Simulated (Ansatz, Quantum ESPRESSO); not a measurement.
# antimonene, 1 layer: the energy at a withheld member of a series

How the rows were computed: Quantum ESPRESSO 7.5, PBE, GBRV ultrasoft. Cell and atoms are first relaxed; each strained cell is then held and the atoms relax in it. A periodic run with 15 Å of vacuum in the starting cell gives the vacuum levels, and bands follow along a path. The bands are repeated with spin-orbit coupling and fully relativistic files. The series steps biaxial strain. Energies count from the lowest.

```
biaxial strain  energy (eV)
          -4 %       0.0653
          -3 %       0.0366
          -2 %       0.0165
          -1 %       0.0044
           0 %       0.0000
           1 %       0.0026
           2 %       0.0120
           3 %       0.0276
```

**Question.** What is the energy at 4 %?

**Worked estimate.** The rows at 2 % and 3 % give a slope of (0.0276 − (0.0120))/(3 − (2)) = 0.0156, so a straight line gives 0.0432 eV. A parabola through these and the row at 1 % gives 0.0494 eV.

What the calculation gave: 0.0493 eV. The line misses by −0.0061 and the parabola by +0.0001 eV. The parabola does better.

**Limits.** Semilocal gaps are too small; the 1×1 cell can't ripple over many cells under compression as a free sheet would. These values are without spin-orbit coupling.

[Logs are printed without paths, hosts, clocks, repeated set-up lines and the standing remarks that a program may print on its own settings, such as how far it seeks lower states.]
